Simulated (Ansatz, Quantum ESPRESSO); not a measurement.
# H-GaN-H chair, 1 layer: biaxial strain by an ASE script, part 2 of 2

Wanted: deformation of the bands of H-GaN-H chair, 1 layer, driven from Python.

Quantum ESPRESSO 7.5; plane-wave DFT, PBE, GBRV ultrasoft pseudopotentials; geometry by Ansatz 0.2.0 with PAW datasets.

So far: The starting structure; Geometry from Ansatz.

**3. The script**

Under ESM bc1 levels count from the vacuum, or from the mean of the two vacuum levels where the sheet has a dipole, so band edges at unlike strains can be compared.

Level of this step: plane-wave DFT, PBE, GBRV ultrasoft pseudopotentials (Quantum ESPRESSO 7.5).

run.py

```python
import json
import numpy as np
from ase import Atoms
from ase.calculators.espresso import Espresso, EspressoProfile

profile = EspressoProfile(command='mpirun -n 2 pw.x -nk 2', pseudo_dir='../pseudo')
pseudopotentials = {'Ga': 'ga_pbe_v1.4.uspp.F.UPF', 'H': 'h_pbe_v1.4.uspp.F.UPF', 'N': 'n_pbe_v1.2.uspp.F.UPF'}
system = {'ecutwfc': 40, 'ecutrho': 200, 'occupations': 'smearing', 'smearing': 'fd', 'degauss': 0.002}


def calculator(name, kpts, **extra):
    data = dict(control=dict(tprnfor=True, verbosity='high', disk_io='none'),
                system=system | extra,
                electrons=dict(conv_thr=1e-09, mixing_beta=0.4, mixing_mode='plain',
                               electron_maxstep=100))
    return Espresso(profile=profile, directory=name, pseudopotentials=pseudopotentials, kpts=kpts, input_data=data)


def centre(atoms):
    z = atoms.positions[:, 2]
    atoms.positions[:, 2] -= (z.max() + z.min()) / 2  # ESM wants the slab about z = 0
    return atoms

sheet = Atoms(
    ['H', 'N', 'Ga', 'H'],
    scaled_positions=[
        [0.6666666667, 0.3333333333, 0.4097448345],
        [0.6666666667, 0.3333333333, 0.4660731212],
        [0.3333333333, 0.6666666667, 0.5054972289],
        [0.3333333333, 0.6666666667, 0.5906525691]],
    cell=[
        [3.222498469473, 0.000000000000, 0.000000000000],
        [-1.611249234736, 2.790765538220, 0.000000000000],
        [0.000000000000, 0.000000000000, 18.193333333300]],
    pbc=True)

rows = []
for strain in [-0.03, -0.015, 0.0, 0.015, 0.03]:
    atoms = sheet.copy()
    atoms.set_cell(sheet.cell.array * [[1 + strain], [1 + strain], [1]], scale_atoms=True)
    atoms = centre(atoms)
    atoms.calc = calculator(f's{strain:+.3f}', (12, 12, 1), assume_isolated='esm', esm_bc='bc1', nbnd=17)
    energy = atoms.get_potential_energy()
    levels = np.array([atoms.calc.get_eigenvalues(kpt=i) for i in range(len(atoms.calc.get_ibz_k_points()))])
    top, bottom = levels[:, 12].max(), levels[:, 13].min()
    direct = (levels[:, 13] - levels[:, 12]).min()
    rows.append([strain, energy, top, bottom, direct])
    print(f'strain {strain:+.3f}: E = {energy:.5f} eV, valence top {top:.3f}, conduction bottom {bottom:.3f}, '
          f'gap {bottom - top:.3f}, least direct gap {direct:.3f} eV')

x, energy, top, bottom, direct = np.array(rows).T
area = np.linalg.norm(np.cross(*sheet.cell[:2]))
stiffness = np.polyfit(x, energy, 2)[0] / area * 16.0218  # C11 + C12, heights clamped
print(f'valence and conduction edges move by {np.polyfit(x, top, 1)[0]:.2f} and {np.polyfit(x, bottom, 1)[0]:.2f} eV per unit biaxial strain')
print(f'C11 + C12 with clamped heights: {stiffness:.1f} N/m')
json.dump(dict(rows=rows, stiffness=stiffness), open('result.json', 'w'))
```

Run with:

```bash
$ OMP_NUM_THREADS=1 python run.py
```

Log:

```text
strain -0.030: E = -5957.55405 eV, valence top -5.733, conduction bottom -2.839, gap 2.894, least direct gap 2.894 eV
strain -0.015: E = -5957.60589 eV, valence top -5.788, conduction bottom -2.832, gap 2.956, least direct gap 2.956 eV
strain +0.000: E = -5957.62407 eV, valence top -5.831, conduction bottom -2.846, gap 2.985, least direct gap 2.985 eV
strain +0.015: E = -5957.61275 eV, valence top -5.864, conduction bottom -2.885, gap 2.980, least direct gap 2.980 eV
strain +0.030: E = -5957.57543 eV, valence top -5.888, conduction bottom -2.950, gap 2.938, least direct gap 2.938 eV
valence and conduction edges move by -2.58 and -1.84 eV per unit biaxial strain
C11 + C12 with clamped heights: 117.5 N/m
```

It took 2.1 min on 2 MPI ranks of Arm Neoverse V2, shared host; peak memory 0.37 GiB.

The input that ASE wrote for the first run, and its log:

```
&CONTROL
   verbosity        = 'high'
   tprnfor          = .true.
   disk_io          = 'none'
   pseudo_dir       = '../pseudo'
/
&SYSTEM
   nbnd             = 17
   ecutwfc          = 40
   ecutrho          = 200
   occupations      = 'smearing'
   degauss          = 0.002
   smearing         = 'fd'
   assume_isolated  = 'esm'
   esm_bc           = 'bc1'
   ntyp             = 3
   nat              = 4
   ibrav            = 0
/
&ELECTRONS
   electron_maxstep = 100
   conv_thr         = 1e-09
   mixing_mode      = 'plain'
   mixing_beta      = 0.4
/
&IONS
/
&CELL
/
&FCP
/
&RISM
/
ATOMIC_SPECIES
H 1.008 h_pbe_v1.4.uspp.F.UPF
N 14.007 n_pbe_v1.2.uspp.F.UPF
Ga 69.723 ga_pbe_v1.4.uspp.F.UPF

K_POINTS automatic
12 12 1  0 0 0

CELL_PARAMETERS angstrom
3.12582351538881 0.00000000000000 0.00000000000000
-1.56291175769392 2.70704257207340 0.00000000000000
0.00000000000000 0.00000000000000 18.19333333330000

ATOMIC_POSITIONS angstrom
H 1.5629117579 0.9023475239 -1.6456573591  
N 1.5629117579 0.9023475239 -0.6208580630  
Ga -0.0000000002 1.8046950481 0.0963978697  
H -0.0000000002 1.8046950481 1.6456573591
```

```text
Program PWSCF v.7.5 starts
[citation notice left out]

     Parallel version (MPI & OpenMP), running on       2 processor cores
     Number of MPI processes:                 2
     Threads/MPI process:                     1

     MPI processes distributed on     1 nodes
[... 1 line left out ...]

Warning: card &CELL ignored
Warning: card &FCP ignored
Warning: card &RISM ignored

     Current dimensions of program PWSCF are:
     Max number of different atomic species (ntypx) = 10
     Max number of k-points (npk) =  40000
     Max angular momentum in pseudopotentials (lmaxx) =  4
     Message from routine setup:
     using ibrav=0 with symmetry is DISCOURAGED, use correct ibrav instead

     K-points division:     npool     =       2
     Subspace diagonalization in iterative solution of the eigenvalue problem:
     a serial algorithm will be used

     G-vector sticks info
     --------------------
     sticks:   dense  smooth     PW     G-vecs:    dense   smooth      PW
     Sum         475     379    121                49517    35485    6173

     Using Slab Decomposition

     bravais-lattice index     =            0
     lattice parameter (alat)  =       5.9070  a.u.
     unit-cell volume          =    1038.8873 (a.u.)^3
     number of atoms/cell      =            4
     number of atomic types    =            3
     number of electrons       =        26.00
     number of Kohn-Sham states=           17
     kinetic-energy cutoff     =      40.0000  Ry
     charge density cutoff     =     200.0000  Ry
     scf convergence threshold =      1.0E-09
     mixing beta               =       0.4000
     number of iterations used =            8  plain     mixing
     Exchange-correlation=  SLA  PW   PBX  PBC
                           (   1   4   3   4   0   0   0)

     Effective Screening Medium Method
     =================================
     Boundary Conditions: Vacuum-Slab-Vacuum
     total charge in unit cell        =   0.0000
     grid points for fit at edges     =        4

[... 10 lines left out ...]
     PseudoPot. # 1 for H  read from file:
     ../pseudo/h_pbe_v1.4.uspp.F.UPF
     Pseudo is Ultrasoft, Zval =  1.0
     Generated by new atomic code, or converted to UPF format
     Using radial grid of  615 points,  2 beta functions with:
                l(1) =   0
                l(2) =   0
     Q(r) pseudized with  8 coefficients,  rinner =    0.700

     PseudoPot. # 2 for N  read from file:
     ../pseudo/n_pbe_v1.2.uspp.F.UPF
     Pseudo is Ultrasoft + core correction, Zval =  5.0
     Generated by new atomic code, or converted to UPF format
     Using radial grid of  729 points,  4 beta functions with:
                l(1) =   0
                l(2) =   0
                l(3) =   1
                l(4) =   1
     Q(r) pseudized with  8 coefficients,  rinner =    0.900   0.900   0.900

     PseudoPot. # 3 for Ga read from file:
[... 599 lines left out ...]
     estimated scf accuracy    <          2.2E-10 Ry
     smearing contrib. (-TS)   =       0.00000000 Ry
     internal energy E=F+TS    =    -437.87218462 Ry

     The total energy is F=E-TS. E is the sum of the following terms:
     one-electron contribution =      51.96445410 Ry
     hartree contribution      =     -27.07045293 Ry
     xc contribution           =     -55.47034787 Ry
     ewald contribution        =    -407.29583792 Ry

     convergence has been achieved in  16 iterations

     negative rho (up, down):  4.025E-04 0.000E+00

     Forces acting on atoms (cartesian axes, Ry/au):

     atom    1 type  1   force =     0.00000000    0.00000000   -0.00893656
     atom    2 type  2   force =     0.00000000    0.00000000   -0.01404451
     atom    3 type  3   force =     0.00000000   -0.00000000    0.02341355
     atom    4 type  1   force =     0.00000000    0.00000000   -0.00043679
     The non-local contrib.  to forces
     atom    1 type  1   force =     0.00000000   -0.00000000    0.21431207
     atom    2 type  2   force =     0.00000000    0.00000000   -0.61449607
     atom    3 type  3   force =     0.00000000    0.00000000   -0.64742433
     atom    4 type  1   force =     0.00000000   -0.00000000   -0.08190538
     The ionic contribution  to forces
     atom    1 type  1   force =    -0.00000000    0.00000000  -11.54795292
     atom    2 type  2   force =    -0.00000001    0.00000000  -23.27328718
     atom    3 type  3   force =     0.00000001   -0.00000000   23.01805639
     atom    4 type  1   force =     0.00000000   -0.00000000   11.80318372
     The local contribution  to forces
     atom    1 type  1   force =    -0.00000000    0.00000000   11.32470730
     atom    2 type  2   force =    -0.00000001    0.00000000   23.86905623
     atom    3 type  3   force =     0.00000022   -0.00000006  -22.34914971
     atom    4 type  1   force =     0.00000000   -0.00000000  -11.72171251
     The core correction contribution to forces
     atom    1 type  1   force =     0.00000000    0.00000000    0.00000000
     atom    2 type  2   force =     0.00000000   -0.00000000    0.00469655
     atom    3 type  3   force =     0.00000000   -0.00000000    0.00192932
     atom    4 type  1   force =     0.00000000    0.00000000    0.00000000
     The Hubbard contrib.    to forces
     atom    1 type  1   force =     0.00000000    0.00000000    0.00000000
     atom    2 type  2   force =     0.00000000    0.00000000    0.00000000
     atom    3 type  3   force =     0.00000000    0.00000000    0.00000000
     atom    4 type  1   force =     0.00000000    0.00000000    0.00000000
     The SCF correction term to forces
     atom    1 type  1   force =    -0.00000000   -0.00000000   -0.00000301
     atom    2 type  2   force =    -0.00000000    0.00000000   -0.00001403
     atom    3 type  3   force =     0.00000000   -0.00000000    0.00000189
     atom    4 type  1   force =     0.00000000    0.00000000   -0.00000262

     Total force =     0.028731     Total SCF correction =     0.000015
     Message from routine punch:
     Nothing written, as per user request (disk_io='none')

[... 1 line left out ...]

[... 1 line left out ...]

[... 1 line left out ...]

[... 3 lines left out ...]

[... 1 line left out ...]

[... 2 lines left out ...]

[... 1 line left out ...]

[... 1 line left out ...]

=------------------------------------------------------------------------------=
   JOB DONE.
=------------------------------------------------------------------------------=
```

This step gave:

- biaxial stiffness: 117.5 N/m

Band edge from the vacuum level against biaxial strain:

```csv
biaxial strain (%),valence top (eV),conduction bottom (eV)
-3.00,-5.73,-2.84
-1.50,-5.79,-2.83
0.00,-5.83,-2.85
1.50,-5.86,-2.88
3.00,-5.89,-2.95
```

Gap against biaxial strain:

```csv
biaxial strain (%),on the mesh (eV),least direct (eV)
-3.00,2.89,2.89
-1.50,2.96,2.96
0.00,2.99,2.99
1.50,2.98,2.98
3.00,2.94,2.94
```

Energy over the lowest against biaxial strain:

```csv
biaxial strain (%),energy over the lowest (meV)
-3.00,70.0
-1.50,18.2
0.00,0
1.50,11.3
3.00,48.6
```

**4. The script: PBEsol, GBRV ultrasoft**

Level of this step: plane-wave DFT, PBEsol, GBRV ultrasoft pseudopotentials (Quantum ESPRESSO 7.5).

run.py is the input of step 3 with these lines changed:

```diff
@@ -6,3 +6,3 @@
 profile = EspressoProfile(command='mpirun -n 2 pw.x -nk 2', pseudo_dir='../pseudo')
-pseudopotentials = {'Ga': 'ga_pbe_v1.4.uspp.F.UPF', 'H': 'h_pbe_v1.4.uspp.F.UPF', 'N': 'n_pbe_v1.2.uspp.F.UPF'}
+pseudopotentials = {'Ga': 'ga_pbesol_v1.4.uspp.F.UPF', 'H': 'h_pbesol_v1.4.uspp.F.UPF', 'N': 'n_pbesol_v1.2.uspp.F.UPF'}
 system = {'ecutwfc': 40, 'ecutrho': 200, 'occupations': 'smearing', 'smearing': 'fd', 'degauss': 0.002}
```

Run with:

```bash
$ OMP_NUM_THREADS=1 python run.py
```

Log:

```text
strain -0.030: E = -5951.86710 eV, valence top -5.722, conduction bottom -2.759, gap 2.963, least direct gap 2.963 eV
strain -0.015: E = -5951.88923 eV, valence top -5.780, conduction bottom -2.762, gap 3.018, least direct gap 3.018 eV
strain +0.000: E = -5951.87904 eV, valence top -5.826, conduction bottom -2.789, gap 3.037, least direct gap 3.037 eV
strain +0.015: E = -5951.84062 eV, valence top -5.861, conduction bottom -2.842, gap 3.019, least direct gap 3.019 eV
strain +0.030: E = -5951.77743 eV, valence top -5.887, conduction bottom -2.923, gap 2.964, least direct gap 2.964 eV
valence and conduction edges move by -2.74 and -2.72 eV per unit biaxial strain
C11 + C12 with clamped heights: 112.5 N/m
```

Elapsed: 2.1 min, on 2 MPI ranks; peak memory 0.38 GiB; 4.2 min of CPU time.

Read from the output:

```
biaxial stiffness : 112.5 N/m
```

The band edge from the vacuum level by biaxial strain:

```csv
biaxial strain (%),valence top (eV),conduction bottom (eV)
-3.00,-5.72,-2.76
-1.50,-5.78,-2.76
0.00,-5.83,-2.79
1.50,-5.86,-2.84
3.00,-5.89,-2.92
```

Gap against biaxial strain:

```csv
biaxial strain (%),on the mesh (eV),least direct (eV)
-3.00,2.96,2.96
-1.50,3.02,3.02
0.00,3.04,3.04
1.50,3.02,3.02
3.00,2.96,2.96
```

The energy over the lowest by biaxial strain:

```csv
biaxial strain (%),energy over the lowest (meV)
-3.00,22.1
-1.50,0
0.00,10.2
1.50,48.6
3.00,112
```

**5. A check by hand**

Under equal strain ε in the plane, E = A (C11 + C12) ε². From the points at ±1.5 %: d²E/dε² = (18.18 + 11.32 − 2 × 0.00) meV / 0.015² = 131 eV, and 131/(2 × 8.993 Å²) × 16.02 = 117 N/m.

**6. Results**

```
C11 + C12, heights clamped, PBE, GBRV ultrasoft                                            : 118 N/m
gap on the mesh at zero strain, PBE, GBRV ultrasoft                                        : 2.99 eV
valence top below the mean of the two vacuum levels at zero strain, PBE, GBRV ultrasoft    : 5.83 eV
shift of the valence top per unit biaxial strain, PBE, GBRV ultrasoft                      : -2.6 eV
shift of the conduction bottom per unit biaxial strain, PBE, GBRV ultrasoft                : -1.8 eV
C11 + C12, heights clamped, PBEsol, GBRV ultrasoft                                         : 112 N/m
gap on the mesh at zero strain, PBEsol, GBRV ultrasoft                                     : 3.04 eV
valence top below the mean of the two vacuum levels at zero strain, PBEsol, GBRV ultrasoft : 5.83 eV
shift of the valence top per unit biaxial strain, PBEsol, GBRV ultrasoft                   : -2.7 eV
shift of the conduction bottom per unit biaxial strain, PBEsol, GBRV ultrasoft             : -2.7 eV
```

What this shows: The sheet's biaxial stiffness comes to 118 N/m and its gap at zero strain to 2.99 eV (PBE, GBRV ultrasoft). From −3 % to +3 % the gap on the mesh goes from 2.89 to 2.94 eV, through a peak of 2.99 eV; it is direct at every strain. Heights are clamped under strain, which makes a sheet with several atomic planes too stiff. Zero strain is the PBE cell; under PBEsol the energy is lowest near -1.2 %, so its stiffness is taken away from its own minimum. Semilocal gaps are too small. The sheet carries a dipole, so the two faces have unlike vacuum levels and the zero lies between them. Spin-orbit coupling is left out; depending on the atoms that carry the levels of interest, it can split and shift them by some tens of meV.

[Logs are printed without paths, hosts, clocks, repeated set-up lines and the standing remarks that a program may print on its own settings, such as how far it seeks lower states.]

[Hosts, paths, dates, database ids (printed as entryN), source tags and the programs' standing remarks are cut or masked in the printed files.]

[Maps of the electrostatic potential energy from Ansatz leave out the sawtooth potential of an applied field or a dipole correction, so their vacuum need not be flat; planar profiles and work functions include it.]
